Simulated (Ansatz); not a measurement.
# Quasi-harmonic thermodynamics of Cu (Copper, Fm-3m), part 3 of 3

Wanted: α(T), C_P(T) and B(T) of Cu (Copper) in the quasi-harmonic approximation.

Measurements to reproduce:
- heat capacity C_P per formula unit 24.5 J/mol/K near room temperature (given in “High-Throughput Prediction of Finite-Temperature Properties using the Quasi-Harmonic Approximation”, 2016, arXiv:1603.06924)

Ansatz 0.2.0; DFT LDA, scalar-relativistic, plane waves, PAW (the session's first sound run).

So far. Step 6 (Phonons on strained cells): At 298 K the volume expansion is 41.9 × 10⁻⁶/K and B_T is 176 GPa. The q-mesh is coarse, so this is a first estimate. The program raised the cutoff to 487.2 eV by itself: with no cutoff typed, the study takes about 1.16 times the default for its relaxations and scales it with the volume for the phonons.

## (9) A new level, relaxed again

The functional, the potentials or the cutoff change, so the crystal is relaxed again at the new setting.

This step: DFT PBE, scalar-relativistic, plane waves, PAW (Ansatz 0.2.0).

input.yaml

```yaml
crystal:
  lattice:
    - [0.0, 1.7592976432, 1.7592976432]
    - [1.7592976432, 0.0, 1.7592976432]
    - [1.7592976432, 1.7592976432, 0.0]
  atoms:
    - { symbol: Cu, position: [0.0, 0.0, 0.0] }
kpoints:
  mp_grid: { grid: [24, 24, 24] }
hamiltonian:
  xc: pbe
scf:
  occupations: { method: methfessel_paxton, width: 0.2 }
  lower_state_search: "off"
output:
  forces: true
  stress: true
  eigenvalues: true
relax:
  adjacent_minimum: "off"
  f_tol: 0.001
  max_steps: 60
  cell: { stress_tol: 0.01 }
```

Launch:

```bash
> ansatz run input.yaml --threads 8 --pin off --max-ram 16384MiB --backend cpu --events-out ev --progress --plain --runs-dir out
```

Numbers of over 12 decimals in the logs are rounded to 6 here.

Log:

```text
[...]
Crystal: 1 atoms, lattice volume = 10.891 Å³
Basis set: ecut = 420 eV, 181 PW (Γ), exchange–correlation on 36×36×36 points (8 copies of the dense FFT grid, shifted against one another)
Bands: 14, of which v1, the nominal top of the filled ones, is band 10 counted from 1 (9 counted from 0)
Symmetry: 48 space group operations
[...]
k-points: 413 of 13824
[...]
SCF iter   1: F=—  HF=-6625.124637 eV  |F-HF|=—  |Δ(HF+E_count)|=         —  Δρ=1.91e-3  dr2=2.25e-4  ethr=1.77e-3  ⟨swp⟩=4.8  Hψ=28492  notcnv=0
[...]
SCF iter   4: F=-6625.124714 eV  HF=-6625.124714 eV  |F-HF|=5.43e-9  |Δ(HF+E_count)|=   3.14e-6  S|Δr|=    0.00e0  Δρ=1.38e-5  dr2=4.19e-9  ethr=5.26e-10  ⟨swp⟩=3.7  Hψ=23657  notcnv=0
SCF 1 converged in 4 iterations: F = -6625.124714 eV  dr2 = 4.19e-9
[...]
relax step   1: F+E_penalty+E_count = -6625.12471440 eV  Δ(F+E_penalty+E_count) = +0.000e0 eV  max|allowed force component| = 0.000e0 eV/Å  Δτ_max = 0.0000 Å  P = +16.657 GPa  Ω = 10.891 Å³  (4 SCF iters, dr2 threshold 1.00e-7 eV, accepted)
Crystal: 1 atoms, lattice volume = 11.348 Å³
Basis set: ecut = 420 eV, 229 PW (Γ), exchange–correlation on 36×36×36 points (8 copies of the dense FFT grid, shifted against one another)
[...]
SCF iter   5: F=-6625.159670 eV  HF=-6625.159670 eV  |F-HF|=5.37e-9  |Δ(HF+E_count)|=   1.31e-6  S|Δr|=    0.00e0  Δρ=9.05e-6  dr2=5.21e-9  ethr=5.26e-10  ⟨swp⟩=5.1  Hψ=28760  notcnv=0
SCF 2 converged in 5 iterations: F = -6625.159670 eV  dr2 = 5.21e-9
relax step   2: F+E_penalty+E_count = -6625.15967018 eV  Δ(F+E_penalty+E_count) = -3.496e-2 eV  max|allowed force component| = 0.000e0 eV/Å  Δτ_max = 0.0000 Å  P = +8.468 GPa  Ω = 11.348 Å³  energy of the carried Pulay correction = -4.446e-4 eV  (5 SCF iters, dr2 threshold 1.00e-7 eV, accepted)
Crystal: 1 atoms, lattice volume = 11.862 Å³
Basis set: ecut = 420 eV, 259 PW (Γ), exchange–correlation on 36×36×36 points (8 copies of the dense FFT grid, shifted against one another)
[...]
SCF iter   5: F=-6625.174254 eV  HF=-6625.174254 eV  |F-HF|=4.23e-9  |Δ(HF+E_count)|=   1.07e-6  S|Δr|=    0.00e0  Δρ=6.76e-6  dr2=1.93e-9  ethr=5.26e-10  ⟨swp⟩=5.5  Hψ=29288  notcnv=0
SCF 3 converged in 5 iterations: F = -6625.174254 eV  dr2 = 1.93e-9
relax step   3: F+E_penalty+E_count = -6625.17425352 eV  Δ(F+E_penalty+E_count) = -1.458e-2 eV  max|allowed force component| = 0.000e0 eV/Å  Δτ_max = 0.0000 Å  P = +1.211 GPa  Ω = 11.862 Å³  energy of the carried Pulay correction = -9.238e-4 eV  (5 SCF iters, dr2 threshold 1.00e-7 eV, accepted)
[...]
relax step   4: F+E_penalty+E_count = -6625.17453628 eV  Δ(F+E_penalty+E_count) = -2.828e-4 eV  max|allowed force component| = 0.000e0 eV/Å  Δτ_max = 0.0000 Å  P = -0.011 GPa  Ω = 11.963 Å³  energy of the carried Pulay correction = -1.015e-3 eV  (4 SCF iters, dr2 threshold 1.00e-7 eV, accepted)
[...]
relax step   5: F+E_penalty+E_count = -6625.17453714 eV  Δ(F+E_penalty+E_count) = -8.574e-7 eV  max|allowed force component| = 0.000e0 eV/Å  Δτ_max = 0.0000 Å  P = -0.001 GPa  Ω = 11.962 Å³  energy of the carried Pulay correction = -1.014e-3 eV  (4 SCF iters, dr2 threshold 2.93e-10 eV, accepted)
[...]
relax step   6: F+E_penalty+E_count = -6625.17520363 eV  Δ(F+E_penalty+E_count) = -6.665e-4 eV  max|allowed force component| = 0.000e0 eV/Å  Δτ_max = 0.0000 Å  P = -0.071 GPa  Ω = 11.962 Å³  stress off target by 7.07e-2 GPa  SCF on the basis re-selected at this cell (its energy is not comparable with the rows above)  (6 SCF iters)
[...]
relax step   7: F+E_penalty+E_count = -6625.17520955 eV  Δ(F+E_penalty+E_count) = -5.923e-6 eV  max|allowed force component| = 0.000e0 eV/Å  Δτ_max = 0.0000 Å  P = -0.000 GPa  Ω = 11.956 Å³  energy of the carried Pulay correction = +4.592e-6 eV  (3 SCF iters, dr2 threshold 1.25e-8 eV, accepted)
[...]
SCF iter   5: F=-6625.175204 eV  HF=-6625.175204 eV  |F-HF|=9.09e-13  |Δ(HF+E_count)|=  1.82e-12  S|Δr|=    0.00e0  Δρ=4.99e-8  dr2=1.57e-13  ethr=1.00e-12  ⟨swp⟩=4.1  Hψ=18982  notcnv=0
SCF 8 converged in 5 iterations: F = -6625.175204 eV  dr2 = 1.57e-13
relax step   8: F+E_penalty+E_count = -6625.17520434 eV  Δ(F+E_penalty+E_count) = +5.210e-6 eV  max|allowed force component| = 0.000e0 eV/Å  Δτ_max = 0.0000 Å  P = +0.001 GPa  Ω = 11.956 Å³  stress off target by 7.51e-4 GPa  SCF on the basis re-selected at this cell (its energy is not comparable with the rows above)  (5 SCF iters)
[...]
SCF converged after 5 iterations
[...]
Free energy (F): -6625.175204 eV
[...]
Internal energy: -6625.175916 eV  (E = F + TS)
E sigma→0 (E₀):  -6625.175382 eV
Entropy (-TS):   0.000711 eV (0.711 meV/atom)
Fermi energy:    16.519569 eV
[...]
--- Stress (GPa, compression-positive) ---
        0.000751      -0.000000       0.000000
       -0.000000       0.000751      -0.000000
        0.000000      -0.000000       0.000751
  P = ⅓ Tr σ = 0.0008 GPa (0.008 kbar)
--- Band table (eV; the first three rows and the last of 413) ---
  k-point 0: bands = [... 6 lower, 13.5427, 13.5427, 14.3603, 14.3603, 39.0124, 41.4188, 41.4188, 41.4188]
  k-point 1: bands = [... 6 lower, 13.5549, 13.5549, 14.3554, 14.3554, 38.6777, 40.4575, 41.1988, 41.1988]
  k-point 2: bands = [... 6 lower, 13.5887, 13.5887, 14.3432, 14.3432, 37.2025, 39.7819, 40.7319, 40.7319]
  k-point 412: bands = [... 6 lower, 13.0343, 14.3180, 15.0686, 22.6384, 22.6384, 24.7475, 25.1417, 44.4825]
--- Relaxed structure (6 steps of the walk, 6 accepted, 2 SCFs on fresh bases) ---
[...]
cell:  # Å, volume = 11.9562 Å³
    - [0, 1.814908, 1.814908]
    - [1.814908, 0, 1.814908]
    - [1.814908, 1.814908, 0]
  atoms:
    - { symbol: Cu, position: [0.0, 0.0, 0.0] }
```

Wall time 4.5 s (8 threads of Arm Neoverse V2, shared host); peak memory 0.39 GiB.

The steps of the relaxation:

```tsv
step	energy less that of the first step (eV)	largest force component (eV/Å)	pressure (GPa)	volume (Å³)
1	0.0000	0.0000	16.66	10.89
2	-0.0350	0.0000	8.47	11.35
3	-0.0495	0.0000	1.21	11.86
4	-0.0498	0.0000	-0.01	11.96
5	-0.0498	0.0000	0.00	11.96
6*	-0.0505	0.0000	-0.07	11.96
7	-0.0505	0.0000	0.00	11.96
8*	-0.0505	0.0000	0.00	11.96
```

Relaxation steps marked * repeat the geometry before them on a plane-wave basis chosen anew for their cell, so energy and pressure can jump there.

```tsv
conventional cell, symmetrised	before	after	change
a (Å)	3.519	3.630	+3.2 %
b (Å)	3.519	3.630	+3.2 %
c (Å)	3.519	3.630	+3.2 %
volume (Å³/atom)	10.89	11.96	+9.8 %
```

The relaxed structure:

```xyz
1
Lattice="0.0000 1.8149 1.8149 1.8149 0.0000 1.8149 1.8149 1.8149 0.0000" Properties=species:S:1:pos:R:3 pbc="T T T"
Cu    0.0000    0.0000    0.0000
```

This step gave:

* pressure: 7.51e-4 GPa
* volume per atom: 11.96 Å³/atom

The residual pressure is 7.5e-4 GPa, small enough for phonons.

## (10) The quasi-harmonic study, q-mesh 4×4×4

Thermal expansion follows from how the free energy of the vibrations (and of the electrons in a metal) changes with strain, so the program makes strained cells, their phonons and a fit in one run.

input.yaml, the sections that differ from step 9:

```yaml
crystal:
  lattice:
    - [0.0, 1.81490847, 1.81490847]
    - [1.81490847, 0.0, 1.81490847]
    - [1.81490847, 1.81490847, 0.0]
  atoms:
    - { symbol: Cu, position: [0.0, 0.0, 0.0] }
output:
  eigenvalues: true
phonons:
  method: dfpt
  qmesh: [4, 4, 4]
  temperatures: { t_max: 1200.0, t_step: 50 }
  thermal_expansion: {}
# kpoints, hamiltonian, scf: as in step 9
# relax: removed
```

Log:

```text
The last accepted step is kept in <dir> (removed where the run ends without a failure and the disk answers)
Engine: ansatz 0.2.0, aarch64-unknown-linux-gnu
Pseudopotentials: kind: paw
Pseudopotential: Cu, paw, valence charge 19, recommended cutoff 420 eV (normal), Cu.paw.azcp
Functional definition: PBE
  parameter kappa = 0.804
  parameter beta = 0.066725
  exchange = pbe_x(kappa = kappa, mu = beta*pi^2/3)
  correlation = pbe_c(beta = beta)
Crystal: 1 atoms, lattice volume = 11.956 Å³
Basis set: ecut = 487.2 eV, 283 PW (Γ), exchange–correlation on 40×40×40 points (8 copies of the dense FFT grid, shifted against one another)
Bands: 14, of which v1, the nominal top of the filled ones, is band 10 counted from 1 (9 counted from 0)
Symmetry: 48 space group operations
Space group: Fm-3m (ITA 225), of the structure as read, at distance tolerance 2.3e-5 Å
k-points: 413 of 13824
Non-local potential: Cu, projectors of the file, l = 0: 3, l = 1: 2, l = 2: 3, l = 3: 1
PAW form: soft (Blöchl's): semilocal exchange-correlation on the pseudo side does not see the compensation charge
PAW one-centre angular grid: Cu, 590 points (default); XC on 64 Gauss nodes
Initial density: superposition of atomic densities (neutral atoms: chi_scale 0, normalization atom), corrected by the library's trained network
Initial wavefunctions: pseudopotential atomic-orbital guess
Functional: x = pbe(κ = 0.804, μ = 0.219515), c = pbe(β = 0.066725)
SCF iter   1: F=—  HF=-6625.177481 eV  |F-HF|=—  |Δ(HF+E_count)|=         —  Δρ=1.12e-3  dr2=7.43e-5  ethr=1.77e-3  ⟨swp⟩=4.9  Hψ=28321  notcnv=0
preconditioner: auto → none  [metal: Δε(μ)=0.052 eV  Ē_g=16.896 eV  σ=0.200 eV  W_gap=0.21  n_scr=0 (ndim 8)  ℏωp=35.6 eV  f_vac=0.000  D(μ)=0.23/eV (n_scr^D=0)]
SCF iter   2: F=—  HF=-6625.177587 eV  |F-HF|=—  |Δ(HF+E_count)|=   1.05e-4  S|Δr|=    0.00e0  Δρ=6.01e-4  dr2=2.10e-5  ethr=3.91e-7  ⟨swp⟩=2.4  Hψ=13217  notcnv=0
SCF iter   3: F=—  HF=-6625.177597 eV  |F-HF|=—  |Δ(HF+E_count)|=   1.04e-5  S|Δr|=    0.00e0  Δρ=1.55e-4  dr2=1.36e-6  ethr=1.11e-7  ⟨swp⟩=1.9  Hψ=6484  notcnv=0
SCF iter   4: F=—  HF=-6625.177590 eV  |F-HF|=—  |Δ(HF+E_count)|=   6.92e-6  S|Δr|=    0.00e0  Δρ=3.80e-5  dr2=3.36e-8  ethr=7.14e-9  ⟨swp⟩=2.0  Hψ=7763  notcnv=0
SCF iter   5: F=—  HF=-6625.177590 eV  |F-HF|=—  |Δ(HF+E_count)|=   1.00e-7  S|Δr|=    0.00e0  Δρ=2.11e-6  dr2=4.11e-10  ethr=1.77e-10  ⟨swp⟩=2.4  Hψ=8982  notcnv=0
SCF iter   6: F=—  HF=-6625.177590 eV  |F-HF|=—  |Δ(HF+E_count)|=  6.50e-10  S|Δr|=    0.00e0  Δρ=2.57e-7  dr2=1.96e-12  ethr=1.00e-12  ⟨swp⟩=4.5  Hψ=27857  notcnv=0
SCF iter   7: F=-6625.177590 eV  HF=-6625.177590 eV  |F-HF|=0.00e0  |Δ(HF+E_count)|=  3.18e-11  S|Δr|=    0.00e0  Δρ=4.00e-8  dr2=1.11e-13  ethr=1.00e-12  ⟨swp⟩=5.0  Hψ=22266  notcnv=0
SCF 1 converged in 7 iterations: F = -6625.177590 eV  dr2 = 1.11e-13
[...]
relax step   1: F+E_penalty+E_count = -6625.17759041 eV  Δ(F+E_penalty+E_count) = +0.000e0 eV  max|allowed force component| = 0.000e0 eV/Å  Δτ_max = 0.0000 Å  (7 SCF iters, accepted)
SCF converged after 7 iterations
Stability not checked: this state was not tested for a lower state beside it, because cold or Methfessel-Paxton smearing, or corrected tetrahedra, fill the levels in a way that the test cannot read (fill_not_monotonic; see scf.lower_state_search)
Free energy (F): -6625.177590 eV
Harris-Foulkes:  -6625.177590 eV  (|F-HF|=0.00e0)
Internal energy: -6625.178302 eV  (E = F + TS)
E sigma→0 (E₀):  -6625.177768 eV
Entropy (-TS):   0.000712 eV (0.712 meV/atom)
Fermi energy:    16.516872 eV
--- Per-component energies (eV) ---
  E_band       = -363.717346
  E_kinetic    = 299.746479
  E_local      = -4073.408913  (includes V_loc(G=0)·N_el)
  E_nonlocal   = 390.427179
  E_hartree    = 1793.902459
  E_xc         = -89.462019
  E_vxc        = -115.443209  (∫ρ·V_xc dr)
  E_paw        = -1663.386088  (= ΣΔE_a)
  E_vpaw       = -452.843977  (= ΣTr[D̂ρ^β])
  E_aug_tail   = 0.000150  (compensation charges beyond the density's cutoff)
  E_ewald      = -3282.997548
  E_smearing   = 0.000712  (= −TS)
  E_closure    = -0.000000  (closes the sum)
  Σ components = -6625.177590   (vs F -6625.177590, Δ=0.00e0)
--- Forces (eV/Å), atoms counted from 1 ---
  atom   1  Cu    -0.00000000     0.00000000    -0.00000000
  max |Σ_I F_I| component: 1.31e-31 eV/Å
--- Stress (GPa, compression-positive) ---
       -0.049379       0.000000      -0.000000
        0.000000      -0.049379      -0.000000
        0.000000      -0.000000      -0.049379
  P = ⅓ Tr σ = -0.0494 GPa (-0.494 kbar)
--- Band table (eV; the first three rows and the last of 413) ---
  k-point 0: bands = [... 6 lower, 13.5399, 13.5399, 14.3572, 14.3572, 39.0099, 41.4168, 41.4168, 41.4168]
  k-point 1: bands = [... 6 lower, 13.5520, 13.5520, 14.3523, 14.3523, 38.6749, 40.4548, 41.1965, 41.1965]
  k-point 2: bands = [... 6 lower, 13.5858, 13.5858, 14.3401, 14.3401, 37.1993, 39.7790, 40.7289, 40.7289]
  k-point 412: bands = [... 6 lower, 13.0315, 14.3149, 15.0653, 22.6357, 22.6357, 24.7435, 25.1413, 44.4771]
── thermal expansion: 3 new cells, 3 in all ──
thermal expansion: relaxation of cell 2
thermal expansion: relaxation of cell 3
── thermal expansion: 2 new cells, 5 in all ──
thermal expansion: relaxation of cell 4
thermal expansion: electrons of cell 4
thermal expansion: phonons of cell 4
thermal expansion: relaxation of cell 5
thermal expansion: electrons of cell 1
thermal expansion: electrons of cell 2
thermal expansion: electrons of cell 3
thermal expansion: electrons of cell 5
thermal expansion: phonons of cell 5
── thermal expansion: 8 new cells, 13 in all ──
thermal expansion: relaxation of cell 6
thermal expansion: relaxation of cell 7
thermal expansion: relaxation of cell 8
thermal expansion: relaxation of cell 9
thermal expansion: relaxation of cell 10
thermal expansion: relaxation of cell 11
thermal expansion: relaxation of cell 12
thermal expansion: relaxation of cell 13
thermal expansion: electrons of cell 6
thermal expansion: electrons of cell 7
thermal expansion: electrons of cell 8
thermal expansion: electrons of cell 9
thermal expansion: electrons of cell 10
thermal expansion: electrons of cell 11
thermal expansion: electrons of cell 12
thermal expansion: electrons of cell 13
thermal expansion: phonons of cell 6
thermal expansion: phonons of cell 7
thermal expansion: phonons of cell 8
thermal expansion: phonons of cell 9
```

Elapsed: 18 min, on 8 threads; peak memory 6.8 GiB.

The run was cut off at its time limit.

## (11) Summary of results

```yaml
settings_of_these_figures: LDA, 487.2 eV, k 24×24×24, q 3×3×3
volume_expansion_coefficient_at_298_k: 41.94 1e-6/K
c_p_at_298_k: 24.23 J/mol-atom/K
entropy_at_298_k: 31.38 J/mol-atom/K
isothermal_bulk_modulus_at_298_k: 176.2 GPa
grueneisen_parameter_at_298_k: 2.080
volume_at_298_k: 11.04 Å³/atom
principal_linear_expansion_coefficients_at_298_k: 13.98, 13.98, 13.98 1e-6/K
```

**Reading.** Near room temperature Cu (Copper) expands by 41.9 × 10⁻⁶/K in volume by LDA, with C_P = 24.2 J/(mol K) per mole of atoms and B_T = 176 GPa. The q-mesh is coarse, and the expansion can converge slowly with it. C_P at room temperature is 97 % of the classical 3R an atom; C_V is 95 %, and the rest is expansion work. In this metal the study includes the electrons' free energy, which adds a term that grows with temperature, so the heat capacities need not level off at 3R. A measured heat capacity per formula unit near room temperature is 24.5 J/mol/K (arXiv:1603.06924); the calculated 24.2 J/mol/K differs by -1 %. The PAW files were made for PBE and are used here under another functional, for which the program regenerates the frozen cores. The cell of these runs is 8 % smaller in volume than the database cell; frequencies and all that rests on them shift with it.

[Logs are printed without paths, hosts, clocks, repeated set-up lines and the standing remarks that a program may print on its own settings, such as how far it seeks lower states.]

[Hosts, paths, dates, database ids (printed as entryN), source tags and the programs' standing remarks are cut or masked in the printed files.]

[A step with changed settings may run another functional than the one named; its input shows which.]
